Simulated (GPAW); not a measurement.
# Mo2CCl2 MXene monolayer: work function by functional and basis, part 2 of 2

Wanted: work functions and dipole of Mo2CCl2 MXene monolayer, with the cost of each level.

GPAW 26.7.0; GPAW, PAW setups; layer in a repeated cell with vacuum, relaxation of atoms and in-plane cell (the session's first sound run).

So far, upper work function (eV): step 3 (the slab's potential, PBE, GPAW) 4.50; step 4 (OptPBE vdW: xc = "optPBE-vdW", GPAW, PAW setups, GPAW) 4.77; step 5 (self-consistent run: xc = "revPBE") 4.41; step 6 (self-consistent run: xc = "vdW-DF2", GPAW, PAW setups, GPAW) 4.96; step 7 (self-consistent run: xc = "LDA") 4.75.

## 8. Self-consistent run: xc = "RPBE"

Level of this step: GPAW, PAW setups; slab in vacuum (GPAW).

The same geometry under RPBE, to see how far the functional moves the levels against the vacuum.

Contents of run.py:

```python
import json
import numpy as np
from ase import Atoms
from gpaw import GPAW, PW

slab = Atoms(
    ['Cl', 'Mo', 'C', 'Mo', 'Cl'],
    positions=[
        [-0.00000, 1.93787, 7.00000],
        [1.67825, 0.96894, 8.77095],
        [0.00000, 0.00000, 9.70334],
        [-0.00000, 1.93787, 10.63574],
        [1.67825, 0.96894, 12.40669]],
    cell=[[3.3565, -0.0, 0.0], [-1.67825, 2.90681, 0.0], [0.0, 0.0, 19.4067]],
    pbc=[True, True, False])

slab.calc = GPAW(mode=PW(500), xc='RPBE', kpts={'size': (12, 12, 1), 'gamma': True},
                 occupations={'name': 'fermi-dirac', 'width': 0.05}, nbands='160%',
                 convergence={'density': 1e-05}, maxiter=200,
                 poissonsolver={'dipolelayer': 'xy'},
                 symmetry={'tolerance': 1e-3}, txt='slab.txt')
result = {}
energy = slab.get_potential_energy()
fermi = slab.calc.get_fermi_level()
v = slab.calc.get_electrostatic_potential().mean((0, 1)) - fermi
n = slab.calc.get_pseudo_density().mean((0, 1))
L = slab.cell[2, 2]
z = np.arange(len(v)) * L / len(v)
low, high = slab.positions[:, 2].min(), slab.positions[:, 2].max()
below, above = np.interp([low - 4.8, high + 4.8], z, v)
slopes = [np.interp(x, z, np.gradient(v, z)) for x in (low - 4.8, high + 4.8)]
eps = np.array([[slab.calc.get_eigenvalues(k, s) for k in range(len(slab.calc.get_ibz_k_points()))]
                for s in range(slab.calc.get_number_of_spins())]) - fermi
top, bottom = eps[eps < 0].max(), eps[eps > 0].min()
dipole = slab.get_dipole_moment()[2]
print(f'energy {energy:.4f} eV, Fermi level {fermi:.4f} eV, dipole {dipole:.5f} e A')
print(f'potential 4.8 A off the faces, from the Fermi level: lower {below:.4f} eV, upper {above:.4f} eV')
print(f'slope of the potential there: lower {slopes[0]:.5f}, upper {slopes[1]:.5f} eV/A')
print(f'nearest levels on the mesh: {top:.4f} and {bottom:.4f} eV')
print('magnetic moment', round(slab.get_magnetic_moment(), 3))
result.update(energy=energy, fermi=fermi, dipole=dipole, below=below, above=above, slopes=slopes, edges=[top, bottom],
              z=z.tolist(), v=v.tolist(), n=n.tolist(), positions=slab.positions.tolist(),
              forces=slab.get_forces(apply_constraint=False).tolist(), moments=slab.get_magnetic_moments().tolist())
json.dump(result, open('result.json', 'w'))
```

Command:

```bash
OMP_NUM_THREADS=1 OPENBLAS_NUM_THREADS=1 python run.py
```

What it wrote:

```text
energy -35.3323 eV, Fermi level 1.3621 eV, dipole -0.00014 e A
potential 4.8 A off the faces, from the Fermi level: lower 4.4146 eV, upper 4.4181 eV
slope of the potential there: lower -0.00005, upper 0.00005 eV/A
nearest levels on the mesh: -0.0527 and 0.0880 eV
magnetic moment 0.0
```

Elapsed: 49 s, on 1 thread of Intel Xeon Platinum 8488C (Sapphire Rapids), shared host; peak memory 0.26 GiB.

This step gave:

| Item | Value |
| --- | --- |
| dipole along the normal | -1.38e-4 e·Å |
| levels nearest the Fermi level on the mesh | -0.05274, 0.08799 eV from the Fermi level |
| upper work function | 4.418 eV |
| lower work function | 4.415 eV |

The upper face's work function is 4.418 eV, against 4.505 eV in the first plane-wave PBE run at this geometry.

## 9. Real-space grid: mode = "fd"

A real-space grid is a second complete basis, so it checks the plane-wave result.

run.py, as its differences from that of step 8:

```diff
@@ -3,3 +3,3 @@
 from ase import Atoms
-from gpaw import GPAW, PW
+from gpaw import GPAW
 
@@ -16,3 +16,3 @@
 
-slab.calc = GPAW(mode=PW(500), xc='RPBE', kpts={'size': (12, 12, 1), 'gamma': True},
+slab.calc = GPAW(mode='fd', h=0.18, xc='PBE', kpts={'size': (12, 12, 1), 'gamma': True},
                  occupations={'name': 'fermi-dirac', 'width': 0.05}, nbands='160%',
```

What it wrote:

```text
energy -37.4835 eV, Fermi level -4.5030 eV, dipole -0.00017 e A
potential 4.8 A off the faces, from the Fermi level: lower 4.5013 eV, upper 4.5048 eV
slope of the potential there: lower -0.00003, upper 0.00003 eV/A
nearest levels on the mesh: -0.0513 and 0.0858 eV
magnetic moment 0.0
```

Elapsed: 2.5 min, on 1 thread; peak memory 0.62 GiB.

Numbers from this step:

```yaml
dipole_along_the_normal: -1.69e-4 e·Å
levels_nearest_the_fermi_level_on_the_mesh: -0.05127, 0.08583 eV from the Fermi level
upper_work_function: 4.505 eV
lower_work_function: 4.501 eV
```

The upper face's work function is 4.505 eV, against 4.505 eV in the first plane-wave PBE run at this geometry.

## 10. Atomic orbitals: mode = "lcao"

Atom-centred orbitals end a few angstrom from the surface, which tests how much the density's tail matters.

run.py, as its differences from that of step 9:

```diff
@@ -16,4 +16,4 @@
 
-slab.calc = GPAW(mode='fd', h=0.18, xc='PBE', kpts={'size': (12, 12, 1), 'gamma': True},
-                 occupations={'name': 'fermi-dirac', 'width': 0.05}, nbands='160%',
+slab.calc = GPAW(mode='lcao', basis='dzp', h=0.18, xc='PBE', kpts={'size': (12, 12, 1), 'gamma': True},
+                 occupations={'name': 'fermi-dirac', 'width': 0.05}, nbands='120%',
                  convergence={'density': 1e-05}, maxiter=200,
```

What it wrote:

```text
energy -35.3876 eV, Fermi level -4.6498 eV, dipole -0.00017 e A
potential 4.8 A off the faces, from the Fermi level: lower 4.6481 eV, upper 4.6516 eV
slope of the potential there: lower -0.00000, upper 0.00000 eV/A
nearest levels on the mesh: -0.0782 and 0.0995 eV
magnetic moment 0.0
```

Elapsed: 4.4 min, on 1 thread; peak memory 0.3 GiB.

Numbers from this step:

| Property | Result |
| --- | --- |
| levels nearest the Fermi level on the mesh | -0.07819, 0.09948 eV from the Fermi level |
| upper work function | 4.652 eV |
| lower work function | 4.648 eV |

The electrostatic potential energy of an electron (without an applied field's), less the Fermi level, planar mean by z:

```tsv
z (Å)	electrostatic potential energy of an electron (without an applied field's), less the Fermi level, planar mean (eV)
0.0	4.65
0.5	4.65
1.0	4.65
1.5	4.65
2.0	4.65
2.5	4.65
3.0	4.65
3.5	4.65
4.0	4.65
4.5	4.64
5.0	4.60
5.5	4.38
6.0	3.12
6.5	-3.51
7.0	-17.1
7.5	-5.84
8.0	-5.01
8.5	-16.7
9.0	-18.9
9.5	-13.9
10.0	-13.6
10.5	-20.3
11.0	-14.2
11.5	-3.99
12.0	-7.89
12.5	-16.0
13.0	-1.42
13.5	3.54
14.0	4.46
14.5	4.62
15.0	4.64
15.5	4.65
16.0	4.65
16.5	4.65
17.0	4.65
17.5	4.65
18.0	4.65
18.5	4.65
19.0	4.65
```

The upper face's work function is 4.652 eV, against 4.505 eV in the first plane-wave PBE run at this geometry.

## 11. The ladder

Times are for 1 thread of Intel Xeon Platinum 8488C (Sapphire Rapids), shared host. Results by setting:

```tsv
no.	run	upper work function (eV)	lower work function (eV)	time	memory (GiB)
1	pw	4.505	4.501	46 s	0.26
2	optPBE vdW	4.766	4.762	60 s	0.44
3	revPBE	4.409	4.405	46 s	0.26
4	vdW DF2	4.960	4.957	60 s	0.44
5	LDA	4.745	4.742	47 s	0.26
6	RPBE	4.418	4.415	49 s	0.26
7	fd	4.505	4.501	2.5 min	0.62
8	lcao	4.652	4.648	4.4 min	0.3
```

## 12. Side by side

Results and costs are gathered.

This step: comparison of work functions, dipole and cost (GPAW 26.7.0).

Ladder, by row:

```tsv
step	code	work function, upper (eV)	work function, lower (eV)	dipole (e Å)	wall time (s)	peak memory (GiB)	threads
pw	GPAW	4.505	4.501	-1.37e-4	46.02	0.26	1
optPBE-vdW	GPAW	4.766	4.762	-1.37e-4	60.21	0.44	1
revPBE	GPAW	4.409	4.405	-1.38e-4	45.69	0.26	1
vdW-DF2	GPAW	4.96	4.957	-1.37e-4	60.29	0.44	1
LDA	GPAW	4.745	4.742	-1.37e-4	46.82	0.26	1
RPBE	GPAW	4.418	4.415	-1.38e-4	48.64	0.26	1
fd	GPAW	4.505	4.501	-1.69e-4	152.7	0.62	1
lcao	GPAW	4.652	4.648	-1.69e-4	265	0.3	1
```

## 13. A changed run

One more run, with changed settings.

This step: GPAW, PAW setups; slab in vacuum (GPAW 26.7.0).

run.py, as its differences from that of step 10:

```diff
@@ -3,3 +3,4 @@
 from ase import Atoms
-from gpaw import GPAW
+from gpaw import GPAW, PW
+from gpaw.external import ConstantElectricField
 
@@ -16,6 +17,7 @@
 
-slab.calc = GPAW(mode='lcao', basis='dzp', h=0.18, xc='PBE', kpts={'size': (12, 12, 1), 'gamma': True},
-                 occupations={'name': 'fermi-dirac', 'width': 0.05}, nbands='120%',
-                 convergence={'density': 1e-05}, maxiter=200,
+slab.calc = GPAW(mode=PW(500), xc='PBE', kpts={'size': (12, 12, 1), 'gamma': True},
+                 occupations={'name': 'fermi-dirac', 'width': 0.05}, nbands='160%',
+                 convergence={'density': 1e-05}, maxiter=75,
                  poissonsolver={'dipolelayer': 'xy'},
+                 external=ConstantElectricField(3.0, [0, 0, 1]),
                  symmetry={'tolerance': 1e-3}, txt='slab.txt')
```

What it wrote:

```text
energy -39.7593 eV, Fermi level -1.3186 eV, dipole 1.72759 e A
potential 4.8 A off the faces, from the Fermi level: lower 24.7605 eV, upper -5.2978 eV
slope of the potential there: lower -2.00059, upper 0.04919 eV/A
nearest levels on the mesh: -0.0192 and 0.0141 eV
magnetic moment 0.0
```

It took 5.3 min on 1 thread; peak memory 0.56 GiB.

The run finished. A setting was moved off its sound value on purpose, so it serves as a test and not as the result.

The fault put into the input: a field far too strong (field = 3.0).

The two runs compared:

```tsv
quantity	this run	sound run	difference
dipole along the normal (e·Å)	1.7276	-1.374e-4	1.73
```

The two runs differ clearly in the dipole along the normal: 1.73 e·Å against -1.4e-4 e·Å.

## 14. Outcome

```json
{
 "work function, both faces": "4.50 eV",
 "dipole along the normal": "-1.4e-4 e Å"
}
```

With plane waves and PBE the work function is 4.50 eV on the upper face and 4.50 eV on the lower. Over the sound runs of the table the upper face's work function spans 4.409 (revPBE) to 4.960 eV (vdW-DF2). Atomic orbitals miss the plane-wave value by 0.15 eV, since they describe the tail of the density in the vacuum poorly. The starting lattice was a guess from atomic radii; the relaxation moved it by 11 %. The layer's cell and atoms come from the relaxation; spin-orbit coupling and temperature are left out.

[Logs are printed without paths, hosts, clocks, repeated set-up lines and the standing remarks that a program may print on its own settings, such as how far it seeks lower states.]

[Hosts, paths, dates, database ids (printed as entryN), source tags and the programs' standing remarks are cut or masked in the printed files.]
